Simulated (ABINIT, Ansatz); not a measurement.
# How the form of the self-energy moves the gap of ScHO2 (R-3m), part 2 of 2

Aim: compare treatments of exchange, screening and correlation for the gap of ScHO2 (R-3m).

ABINIT 10.8.3; PBEsol and many-body steps on it, plane waves. Known limits of the many-body steps: not at the basis limit.

So far. Step 5 (G0W0, von der Linden-Horsch plasmon pole): Against G0W0 in ABINIT (4×4×4 mesh, 61 bands, screening to 141.5 eV, Godby-Needs plasmon pole), the gap moves by +0.169 eV. Step 6 (G0W0, Engel-Farid plasmon pole): Against G0W0 in ABINIT (4×4×4 mesh, 61 bands, screening to 141.5 eV, Godby-Needs plasmon pole), the gap moves by +0.081 eV.

### Step 7. One-shot COHSEX

This step: one-shot COHSEX on PBEsol, plane waves, norm-conserving pseudopotentials.

run.abi reads:

```
acell 3*1.0 Angstrom
rprim 
  1.616589043500 0.933338119408 4.530924155205
  -1.616589043500 0.933338119408 4.530924155205
  0.000000000000 -1.866676238893 4.530924155189
ntypat 3
znucl 21 1 8
natom 4
typat 1 2 3 3
xred 
  0.000000000000 0.000000000000 0.000000000000
  0.500000000000 0.500000000000 0.500000000000
  0.589701000000 0.589701000000 0.589701000000
  0.410299000000 0.410299000000 0.410299000000
pp_dirpath "pseudos"
pseudos "Sc.upf, H.upf, O.upf"
ecut 36
ngkpt 4 4 4
nshiftk 1
shiftk 0 0 0
kptopt 1
chksymbreak 0
istwfk *1
occopt 1
irdwfk 1
optdriver 4
nband 61
gwcalctyp 7
ecutsigx 36
symsigma 1
nkptgw 4
kptgw 
  0.5000000000 0.5000000000 0.5000000000
  0.5000000000 0.5000000000 0.0000000000
  0.2500000000 0.2500000000 0.0000000000
  0.0000000000 0.0000000000 0.0000000000
bdgw 
  11 14
  11 14
  11 14
  10 15
ecuteps 5.2
irdscr 1
indata_prefix "in"
outdata_prefix "out"
tmpdata_prefix "tmp"
```

Launch:

```console
OMP_NUM_THREADS=1 mpirun -n 4 abinit run.abi > log
```

The program printed:

```text
.Version 10.8.3 of ABINIT. v10.8.2 released Aug 2026.

 Symmetries : space group R-3 m (#166); Bravais hR (rhombohedral)
[... echo of the input left out ...]
== DATASET  1 ==================================================================
-   mpi_nproc: 4, omp_nthreads: 1 (-1 if OMP is not activated)

--- !DatasetInfo
iteration_state: {dtset: 1, }
dimensions: {natom: 4, nkpt: 13, mband: 61, nsppol: 1, nspinor: 1, nspden: 1, mpw: 2864, }
cutoff_energies: {ecut:  36.0, pawecutdg:  -1.0, }
[...]
Band     E0 <VxcDFT>   SigX SigC(E0)      Z dSigC/dE  Sig(E)    E-E0       E
[...]
14   7.972 -17.763  -9.560  -7.416   1.000   0.000 -16.976   0.788   8.760
       15   7.972 -17.763  -9.560  -7.416   1.000   0.000 -16.976   0.788   8.760

== END DATASET(S) ==============================================================
================================================================================

 -outvars: echo values of variables after computation  --------
           etotal      0.0000000000E+00
            nband          61
             nkpt          13
          spgroup         166
 [... the other variables as echoed above ...]

 Calculation completed.
```

The job ended after 10 s (4 MPI ranks of Arm Neoverse N1, shared host; peak memory 0.91 GiB).

This step gave:

```
quasiparticle gap on the mesh                         : 7.449 eV
starting gap on the mesh                              : 4.075 eV
k of the valence top                                  : 0, 0, 0
k of the conduction bottom                            : 0.5, 0.5, 0
least direct quasiparticle gap on the computed points : 8.113 eV
```

Against G0W0 in ABINIT (4×4×4 mesh, 61 bands, screening to 141.5 eV, Godby-Needs plasmon pole), the gap moves by +0.820 eV.

### Step 8. One-shot Hartree-Fock

This step: one-shot Hartree-Fock on PBEsol, plane waves, norm-conserving pseudopotentials.

run.abi, as its differences from that of step 7:

```diff
@@ -26,4 +26,4 @@
 optdriver 4
-nband 61
-gwcalctyp 7
+nband 16
+gwcalctyp 5
 ecutsigx 36
@@ -41,4 +41,4 @@
   10 15
-ecuteps 5.2
-irdscr 1
+ixc_sigma 40
+fftgw 31
 indata_prefix "in"
```

The program printed:

```text
.Version 10.8.3 of ABINIT. v10.8.2 released Aug 2026.

 Symmetries : space group R-3 m (#166); Bravais hR (rhombohedral)
[... echo of the input left out ...]
== DATASET  1 ==================================================================
-   mpi_nproc: 4, omp_nthreads: 1 (-1 if OMP is not activated)

--- !DatasetInfo
iteration_state: {dtset: 1, }
dimensions: {natom: 4, nkpt: 13, mband: 16, nsppol: 1, nspinor: 1, nspden: 1, mpw: 2864, }
cutoff_energies: {ecut:  36.0, pawecutdg:  -1.0, }
[...]
Band     E0 <VxcDFT>   SigX SigC(E0)      Z dSigC/dE  Sig(E)    E-E0       E
[...]
14   7.972 -17.763  -9.560   0.000   1.000   0.000  -9.560   8.204  16.176
       15   7.972 -17.763  -9.560   0.000   1.000   0.000  -9.560   8.204  16.176

== END DATASET(S) ==============================================================
================================================================================

 -outvars: echo values of variables after computation  --------
           etotal      0.0000000000E+00
            nband          16
             nkpt          13
          spgroup         166
 [... the other variables as echoed above ...]

 Calculation completed.
```

Wall time 8.5 s (4 MPI ranks); peak memory 0.88 GiB.

Numbers from this step:

- quasiparticle gap on the mesh: 16.08 eV
- starting gap on the mesh: 4.075 eV
- k of the valence top: 0, 0, 0
- k of the conduction bottom: 0.5, 0.5, 0
- least direct quasiparticle gap on the computed points: 16.80 eV

Against G0W0 in ABINIT (4×4×4 mesh, 61 bands, screening to 141.5 eV, Godby-Needs plasmon pole), the gap moves by +9.450 eV.

### Step 9. Screening, 4×4×4 mesh, 61 bands, screening to 141.5 eV

This step: RPA screening on PBEsol, plane waves, norm-conserving pseudopotentials.

run.abi, as its differences from that of step 8:

```diff
@@ -25,20 +25,14 @@
 irdwfk 1
-optdriver 4
-nband 16
-gwcalctyp 5
-ecutsigx 36
-symsigma 1
-nkptgw 4
-kptgw 
-  0.5000000000 0.5000000000 0.5000000000
-  0.5000000000 0.5000000000 0.0000000000
-  0.2500000000 0.2500000000 0.0000000000
-  0.0000000000 0.0000000000 0.0000000000
-bdgw 
-  11 14
-  11 14
-  11 14
-  10 15
-ixc_sigma 40
-fftgw 31
+optdriver 3
+nband 61
+ecuteps 5.2
+inclvkb 2
+awtr 1
+symchi 1
+gwcalctyp 2
+nfreqre 16
+freqremax 40 eV
+nfreqim 8
+spmeth 1
+nomegasf 120
 indata_prefix "in"
```

The program printed:

```text
.Version 10.8.3 of ABINIT. v10.8.2 released Aug 2026.

 Symmetries : space group R-3 m (#166); Bravais hR (rhombohedral)
[... echo of the input left out ...]
== DATASET  1 ==================================================================
-   mpi_nproc: 4, omp_nthreads: 1 (-1 if OMP is not activated)

--- !DatasetInfo
iteration_state: {dtset: 1, }
dimensions: {natom: 4, nkpt: 13, mband: 61, nsppol: 1, nspinor: 1, nspden: 1, mpw: 2864, }
cutoff_energies: {ecut:  36.0, pawecutdg:  -1.0, }
electrons: {nelect:   2.40000000E+01, charge:   0.00000000E+00, occopt:   1.00000000E+00, tsmear:   1.00000000E-02, }

 SCREENING: Calculation of the susceptibility and dielectric matrices

 Based on a program developped by R.W. Godby, V. Olevano, G. Onida, and L. Reining.
 Incorporated in ABINIT by V. Olevano, G.-M. Rignanese, and M. Torrent.
.Using double precision arithmetic ; gwpc =  8

[... cell and pseudopotentials left out ...]
--------------------------------------------------------------------------------

 ==== K-mesh for the wavefunctions ====
 Number of points in the irreducible wedge :    13
[... list of points left out ...]
 Together with 12 symmetry operations and time-reversal symmetry
 yields    64 points in the full Brillouin Zone.

 ==== Q-mesh for the screening function ====
 Number of points in the irreducible wedge :    13
[... list of points left out ...]
 Together with 12 symmetry operations and time-reversal symmetry
 yields    64 points in the full Brillouin Zone.

 setmesh: FFT mesh size selected  =    36x   36x   36
          total number of points  =        46656

 vcoul_init : cutoff-mode = AUXILIARY_FUNCTION
 q-points for optical limit:   1
     1)      0.000010    0.000020    0.000030

- screening: taking advantage of time-reversal symmetry
- Maximum band index for partially occupied states nbvw = 12
- Remaining bands to be divided among processors   nbcw = 49
- Number of bands treated by each node ~12

 Number of electrons calculated from density =   24.0000; Expected =   24.0000
 average of density, n =  0.086704
 r_s =    1.4016
 omega_plasma =   28.4037 [eV]

 calculating chi0 at frequencies [eV] :
  1    0.000000E+00    0.000000E+00
  2    2.666667E+00    0.000000E+00
  3    5.333333E+00    0.000000E+00
[...]
23    0.000000E+00    7.233922E+01
 24    0.000000E+00    1.018544E+02

--------------------------------------------------------------------------------
  q-point number  1        q = ( 0.000000, 0.000000, 0.000000) [r.l.u.]
--------------------------------------------------------------------------------
[... chi0 elements left out ...]
  [... further frequencies ...]

 No. of calculated frequencies >  15, stop printing
 For q-point:  0.000010 0.000020 0.000030
  dielectric constant =   3.9379
  dielectric constant without local fields =   4.2898

  Average fulfillment of the sum rule on Im[epsilon] for q-point    1 :     52.86  [%]
[... wings left out ...]
  q-point number  2        q = ( 0.250000, 0.000000, 0.000000) [r.l.u.]
--------------------------------------------------------------------------------
[... chi0 elements left out ...]
  [... further frequencies ...]

 No. of calculated frequencies >  15, stop printing
  Average fulfillment of the sum rule on Im[epsilon] for q-point    2 :     64.78  [%]

 [... 11 further q-points ...]
```

Run time: 2 min. Hardware: 4 MPI ranks; peak memory 1.5 GiB.

This step gave:

* ε∞ with local fields, on this mesh, along the program's q direction: 3.938
* the same without local fields: 4.290
* plasma frequency: 28.40 eV
* plane waves in the screening matrix: 159

### Step 10. G0W0, contour deformation

This step: G0W0 on PBEsol, plane waves, norm-conserving pseudopotentials.

run.abi, as its differences from that of step 9:

```diff
@@ -25,14 +25,20 @@
 irdwfk 1
-optdriver 3
+optdriver 4
 nband 61
+gwcalctyp 2
+ecutsigx 36
+symsigma 1
+nkptgw 4
+kptgw 
+  0.5000000000 0.5000000000 0.5000000000
+  0.5000000000 0.5000000000 0.0000000000
+  0.2500000000 0.2500000000 0.0000000000
+  0.0000000000 0.0000000000 0.0000000000
+bdgw 
+  11 14
+  11 14
+  11 14
+  10 15
 ecuteps 5.2
-inclvkb 2
-awtr 1
-symchi 1
-gwcalctyp 2
-nfreqre 16
-freqremax 40 eV
-nfreqim 8
-spmeth 1
-nomegasf 120
+irdscr 1
 indata_prefix "in"
```

The program printed:

```text
.Version 10.8.3 of ABINIT. v10.8.2 released Aug 2026.

 Symmetries : space group R-3 m (#166); Bravais hR (rhombohedral)
[... echo of the input left out ...]
== DATASET  1 ==================================================================
-   mpi_nproc: 4, omp_nthreads: 1 (-1 if OMP is not activated)

--- !DatasetInfo
iteration_state: {dtset: 1, }
dimensions: {natom: 4, nkpt: 13, mband: 61, nsppol: 1, nspinor: 1, nspden: 1, mpw: 2864, }
cutoff_energies: {ecut:  36.0, pawecutdg:  -1.0, }
[...]
Band     E0 <VxcDFT>   SigX SigC(E0)      Z dSigC/dE  Sig(E)    E-E0       E
[...]
15   7.972 -17.763  -9.560  -5.089   0.768  -0.302 -15.372   2.392  10.364
       15   0.000   0.000   0.000   0.000   0.000   0.000   0.000   0.000   0.000

== END DATASET(S) ==============================================================
================================================================================

 -outvars: echo values of variables after computation  --------
           etotal      0.0000000000E+00
            nband          61
             nkpt          13
          spgroup         166
 [... the other variables as echoed above ...]

 Calculation completed.
```

Wall time 22 s (4 MPI ranks); peak memory 1.2 GiB.

This step gave:

```yaml
g0w0_gap_on_the_mesh: 6.608 eV
starting_gap_on_the_mesh: 4.075 eV
k_of_the_valence_top: 0, 0, 0
k_of_the_conduction_bottom: 0.5, 0.5, 0
least_direct_g0w0_gap_on_the_computed_points: 7.13 eV
```

Against G0W0 in ABINIT (4×4×4 mesh, 61 bands, screening to 141.5 eV, Godby-Needs plasmon pole), the gap moves by −0.021 eV.

### Step 11. The runs together

Times are wall times on 4 MPI ranks of Arm Neoverse N1, shared host, good to a factor of about two. A run's time includes the screening step that it read.

| run | mesh | bands | screening cutoff (eV) | DFT gap (eV) | gap on the mesh (eV) | direct (eV) | ε∞ used | time |
| --- | --- | --- | --- | --- | --- | --- | --- | --- |
| G0W0, Godby-Needs plasmon pole | 4×4×4 | 61 | 141.5 | 4.075 | 6.629 | 7.159 | 3.92 | 2.1 min |
| G0W0, von der Linden-Horsch plasmon pole | 4×4×4 | 61 | 141.5 | 4.075 | 6.798 | 7.333 | 3.92 | 2 min |
| G0W0, Engel-Farid plasmon pole | 4×4×4 | 61 | 141.5 | 4.075 | 6.710 | 7.243 | 3.92 | 2 min |
| one-shot COHSEX | 4×4×4 | 61 | 141.5 | 4.075 | 7.449 | 8.113 | 3.92 | 1.9 min |
| one-shot Hartree-Fock | 4×4×4 | - | - | 4.075 | 16.079 | 16.799 | - | 8.5 s |
| G0W0, contour deformation | 4×4×4 | 61 | 141.5 | 4.075 | 6.608 | 7.130 | 3.94 | 2.4 min |

### Step 12. What came out

```
G0W0, Godby-Needs plasmon pole           : 6.629 eV
G0W0, von der Linden-Horsch plasmon pole : 6.798 eV
G0W0, Engel-Farid plasmon pole           : 6.710 eV
one-shot COHSEX                          : 7.449 eV
one-shot Hartree-Fock                    : 16.079 eV
G0W0, contour deformation                : 6.608 eV
known limits                             : not at the basis limit
```

What this shows: G0W0, von der Linden-Horsch plasmon pole: +0.169 eV against G0W0, Godby-Needs plasmon pole. G0W0, Engel-Farid plasmon pole: +0.081 eV against G0W0, Godby-Needs plasmon pole. One-shot COHSEX: +0.820 eV against G0W0, Godby-Needs plasmon pole. One-shot Hartree-Fock: +9.450 eV against G0W0, Godby-Needs plasmon pole. G0W0, contour deformation: −0.021 eV against G0W0, Godby-Needs plasmon pole. Bare exchange alone opens the gap to 16.08 eV; against G0W0, correlation takes back 9.45 eV. Static COHSEX lies above G0W0: it lacks the factor Z and overstates the Coulomb hole of the filled states. Bands and cutoff are finite, so the gap is not at the basis limit. The miss can reach some tenths of an eV and take either sign; the mesh is an error of its own. A denser mesh or path gives a starting gap of 3.96 eV: the GW mesh misses a band edge, so its gaps are not the fundamental one.

[Paths, hosts, dates, memory and timing lines, banners, echoed tables and standing remarks are left out of the program output.]

[Logs are printed without paths, hosts, clocks, repeated set-up lines and the standing remarks that a program may print on its own settings, such as how far it seeks lower states.]

[Runs of the session that timed out or met a known fault of the program may be left out.]

[Hosts, paths, dates, database ids (printed as entryN), source tags and the programs' standing remarks are cut or masked in the printed files.]

[G0W0 gaps are taken among the corrected bands and points alone; a level outside them can change the order at an edge.]

[Where Ansatz stands beside ABINIT at settings called matched, ABINIT's density can come from a denser mesh and the files from another edition; pairs whose starting gaps differed by over 0.03 eV were left out, so agreement reads better than it is.]
